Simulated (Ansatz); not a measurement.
# H2O on Al(110), hollow start, 2x2 cell: photoemission fingerprints, part 3 of 3

Aim: how the adsorbate changes the work function, the valence spectrum and the core levels in H2O on Al(110), hollow start, 2x2 cell.

Ansatz 0.2.0; DFT, PBE, plane-wave PAW, default files, scalar-relativistic.

So far, work function, upper face (eV): step 2 (the clean face) 3.95; step 3 (relaxing the atoms) 3.46.

### 4. Bands by layer (continued)

Regions along c: top from 12.5 to 19.2 Å, middle from 9.9 to 12.5 Å, bottom from 3.5 to 9.9 Å.

States with weight above 0.08 nearest the zero at X of the zone, within the window kept, -8.0 to 3.9 eV (levels that the program groups as degenerate share a row):

| E (eV) | weight, total | weight, top | weight, middle | weight, bottom |
| --- | --- | --- | --- | --- |
| -3.48 | 0.93 | 0.26 | 0.28 | 0.40 |
| -2.00 | 0.91 | 0.28 | 0.19 | 0.44 |
| -0.09 | 0.96 | 0.28 | 0.21 | 0.47 |
| 0.55 | 0.36 | 0.12 | 0.09 | 0.16 |
| 1.00 | 0.52 | 0.15 | 0.13 | 0.24 |
| 2.70 | 0.74 | 0.32 | 0.12 | 0.30 |
| 2.99 | 0.11 | 0.04 | 0.02 | 0.05 |
| 3.23 | 0.15 | 0.06 | 0.03 | 0.07 |
| 3.63 | 0.27 | 0.11 | 0.04 | 0.12 |
| 3.77 | 0.32 | 0.15 | 0.04 | 0.12 |

States with weight above 0.08 nearest the zero at Γ of the zone, within the window kept, -8.0 to 3.9 eV (levels that the program groups as degenerate share a row):

| E (eV) | weight, total | weight, top | weight, middle | weight, bottom |
| --- | --- | --- | --- | --- |
| -2.40 | 0.96 | 0.08 | 0.53 | 0.35 |
| -1.02 | 0.98 | 0.13 | 0.47 | 0.38 |
| -0.85 | 0.97 | 0.22 | 0.29 | 0.46 |
| -0.78 | 0.86 | 0.23 | 0.23 | 0.40 |
| -0.77 | 0.08 | 0.02 | 0.02 | 0.04 |
| 0.73 | 0.98 | 0.21 | 0.27 | 0.49 |
| 1.61 | 0.81 | 0.36 | 0.11 | 0.33 |
| 1.71 | 0.91 | 0.26 | 0.26 | 0.39 |
| 2.09 | 0.13 | 0.09 | 0.01 | 0.03 |
| 2.70 | 0.22 | 0.06 | 0.03 | 0.11 |

States with weight above 0.08 nearest the zero at Y of the zone, within the window kept, -8.0 to 3.9 eV (levels that the program groups as degenerate share a row):

| E (eV) | weight, total | weight, top | weight, middle | weight, bottom |
| --- | --- | --- | --- | --- |
| -2.24 | 0.99 | 0.29 | 0.26 | 0.43 |
| -1.48 | 0.91 | 0.26 | 0.23 | 0.42 |
| 0.36 | 0.22 | 0.09 | 0.03 | 0.11 |
| 0.55 | 0.50 | 0.18 | 0.08 | 0.24 |
| 1.00 | 0.17 | 0.06 | 0.03 | 0.08 |
| 1.32 | 0.99 | 0.26 | 0.24 | 0.49 |
| 1.68 | 0.93 | 0.10 | 0.50 | 0.33 |
| 1.81 | 1.00 | 0.08 | 0.56 | 0.36 |
| 2.09 | 0.10 | 0.03 | 0.02 | 0.05 |
| 2.99 | 0.24 | 0.07 | 0.06 | 0.11 |

States with weight above 0.08 nearest the zero at S of the zone, within the window kept, -8.0 to 3.9 eV (levels that the program groups as degenerate share a row):

| E (eV) | weight, total | weight, top | weight, middle | weight, bottom |
| --- | --- | --- | --- | --- |
| -2.47 | 0.96 | 0.17 | 0.30 | 0.49 |
| -1.36 | 0.99 | 0.25 | 0.26 | 0.48 |
| -0.78 | 0.10 | 0.04 | 0.03 | 0.04 |
| -0.77 | 0.91 | 0.27 | 0.25 | 0.39 |
| 0.36 | 0.76 | 0.25 | 0.15 | 0.35 |
| 0.55 | 0.12 | 0.03 | 0.03 | 0.07 |
| 0.68 | 0.98 | 0.28 | 0.27 | 0.43 |
| 0.84 | 0.89 | 0.24 | 0.27 | 0.37 |
| 1.00 | 0.26 | 0.04 | 0.06 | 0.16 |
| 2.09 | 0.73 | 0.29 | 0.12 | 0.32 |

The largest force component on a free atom is 0.090 eV/Å, so the geometry isn't quite at rest for these settings. The work function differs by 0.04 eV from that of the relaxation's coarser mesh, a measure of the mesh error. At the Fermi level the DOS is 9.88 states/eV a cell, and on the broadened curves Al 3p holds 60 % of the total there.

### 5. Core levels by total-energy differences

XPS shifts tell sites apart. Each chosen atom gets a core hole in a self-consistent pass of its own.

The input, input.yaml:

```yaml
crystal:
  lattice:
    - [8.08, 0.0, 0.0]
    - [0.0, 5.713422792, 0.0]
    - [0.0, 0.0, 22.413422792]
  atoms:
    - { symbol: H, position: [0.3556476824, 0.1749910627, 0.6800222289] }
    - { symbol: H, position: [0.2743403686, -0.0700694784, 0.6696619977] }
    - { symbol: O_h, position: [0.3828506525, 0.0084727227, 0.6744095297] }
    - { symbol: Al, position: [-0.0014802754, -0.0001614003, 0.587186307] }
    - { symbol: Al_h, position: [0.4906201608, -0.0026242178, 0.5890114342] }
    - { symbol: Al_h, position: [0.0027382603, 0.4995260319, 0.5861407711] }
    - { symbol: Al, position: [0.4957805192, 0.5006010776, 0.584893265] }
    - { symbol: Al, position: [0.2492439723, 0.2497422576, 0.5255667997] }
    - { symbol: Al, position: [0.7469071383, 0.2467955797, 0.5286602478] }
    - { symbol: Al, position: [0.2490501058, 0.7511881753, 0.525773873] }
    - { symbol: Al, position: [0.7476326555, 0.751110035, 0.5286001064] }
    - { symbol: Al_h, position: [0.0, 0.0, 0.462076297] }
    - { symbol: Al, position: [0.5, 0.0, 0.462076297] }
    - { symbol: Al, position: [0.0, 0.5, 0.462076297] }
    - { symbol: Al, position: [0.5, 0.5, 0.462076297] }
    - { symbol: Al, position: [0.25, 0.25, 0.398348605] }
    - { symbol: Al, position: [0.75, 0.25, 0.398348605] }
    - { symbol: Al, position: [0.25, 0.75, 0.398348605] }
    - { symbol: Al, position: [0.75, 0.75, 0.398348605] }
    - { symbol: Al, position: [0.0, 0.0, 0.334620913] }
    - { symbol: Al, position: [0.5, 0.0, 0.334620913] }
    - { symbol: Al, position: [0.0, 0.5, 0.334620913] }
    - { symbol: Al, position: [0.5, 0.5, 0.334620913] }
kpoints:
  mp_grid: { grid: [6, 8, 1] }
scf:
  occupations: { method: fermi_dirac, width: 0.05 }
  n_extra_bands: 17
hamiltonian:
  xc: pbe
  pseudopotentials: { kind: paw }
output:
  forces: true
  write_potential: true
  volumetric_format: []
  core_levels:
    shells: { O_h: "1s", Al_h: "2p" }
    counted_from: fermi_level
    add_spin: false
efield:
  axis: 3
  dipole_correction: true
```

Command:

```sh
> ansatz run input.yaml --threads 4 --pin off --max-ram 12288MiB --backend cpu --events-out ev --progress --plain --runs-dir out
```

The job ended after 5.5 min (4 threads of Arm Neoverse V1, shared host; peak memory 2.3 GiB).

Levels are total-energy differences with one electron taken from the core. The electron goes to the Fermi level, so the difference is a binding energy from E_F. The hole's nearest image is 5.7 Å away, and the holes carry no spin, so absolute levels are rough.

| atom | region | shell | level (eV) | shift (eV) | potential at nucleus, shift (V) | j lines (eV) | doubts |
| --- | --- | --- | --- | --- | --- | --- | --- |
| O3 | adsorbate | 1s | 533.09 | - | +0.00 | - | - |
| Al5 | layer 1 | 2p | 73.38 | +0.43 | +0.64 | 73.65 / 73.24 | - |
| Al6 | layer 1 | 2p | 72.88 | -0.06 | +0.04 | 73.16 / 72.75 | - |
| Al12 | layer 3 | 2p | 72.94 | +0.00 | +0.00 | 73.22 / 72.80 | - |

Levels of p, d and f shells are means over their two j lines, weighted by degeneracy; the splitting comes from the atom's own solve. Shifts count from the last listed atom of each element. A higher potential at the nucleus binds core electrons more tightly, so that column is a rough initial-state shift.

The Al 2p lines of the listed atoms alone (other atoms of the cell aren't counted), as Gaussians 0.3 eV wide, no depth weighting. Table of intensity by Al 2p level; read off at these points:

Al 2p level (eV), intensity (%) and a bar:
```
    72.20          0 
    72.30          0 
    72.40          2 
    72.50         11 ###
    72.60         40 ############
    72.70         84 #########################
    72.78        100 ##############################
    72.80         99 ##############################
    72.90         69 #####################
    73.00         49 ###############
    73.10         72 ######################
    73.20         99 ##############################
    73.30         81 ########################
    73.40         40 ############
    73.50         22 #######
    73.60         25 #######
    73.70         24 #######
    73.80         13 ####
    73.90          4 #
    74.00          1 
    74.10          0 
    74.20          0
```

### 6. Results

| Item | Value |
| --- | --- |
| work function | 3.42 eV (other face 3.97 eV) |
| change from the clean face | -0.53 eV |
| Al core shifts among the listed atoms, from the last listed one | -0.06 to +0.43 eV |

The Fermi level of H2O on Al(110), hollow start, 2x2 cell lies 3.42 eV (other face 3.97 eV) below the vacuum, a change of -0.53 eV from the clean face. Only the strongest levels a point were stored, too few to count surface states. The group slid 1.7 Å sideways from its starting site. After relaxation O3 stands 1.96 Å above the top layer, bonded to 1 Al atom at 2.10 Å. The bare lower face differs from the lower face of the clean 1×1 slab by 0.03 eV, a measure of the error from mesh and slab. Core shifts: Al -0.06 to +0.43 eV. Among the sites run, the most bound Al 2p level is that of Al5 (layer 1), bonded to 7 Al and 1 O; the least bound, 0.49 eV shallower, that of Al6 (layer 1), bonded to 7 Al. At 21.2 eV the valence spectrum has its highest listed peaks within 10.8 eV at 6.5 eV (O 2p) and 8.4 eV (O 2p). At 1486.7 eV the valence spectrum has its highest listed peaks within 13 eV at 0.7 eV (Al 3s), 2.2 eV (Al 3s), 3.2 eV (Al 3s), 4.8 eV (Al 3s) and 8.4 eV (Al 3s), and the deeper O 2s line at 23.5 eV is higher still. The shell named is the one with most of the intensity, cross sections included, not always the one with most states there. In the main run, from 1486.7 eV towards hard X-rays the Al 3s share grows by 18 points, as its cross section falls more slowly with photon energy than those of the shells it gains on. The slab's own atoms span 5.7 Å, so bulk bands appear as a few quantum-well levels, and states of the two faces can mix.

[Logs are printed without paths, hosts, clocks, repeated set-up lines and the standing remarks that a program may print on its own settings, such as how far it seeks lower states.]

[Hosts, paths, dates, database ids (printed as entryN), source tags and the programs' standing remarks are cut or masked in the printed files.]

[Maps of the electrostatic potential energy from Ansatz leave out the sawtooth potential of an applied field or a dipole correction, so their vacuum need not be flat; work functions include it.]
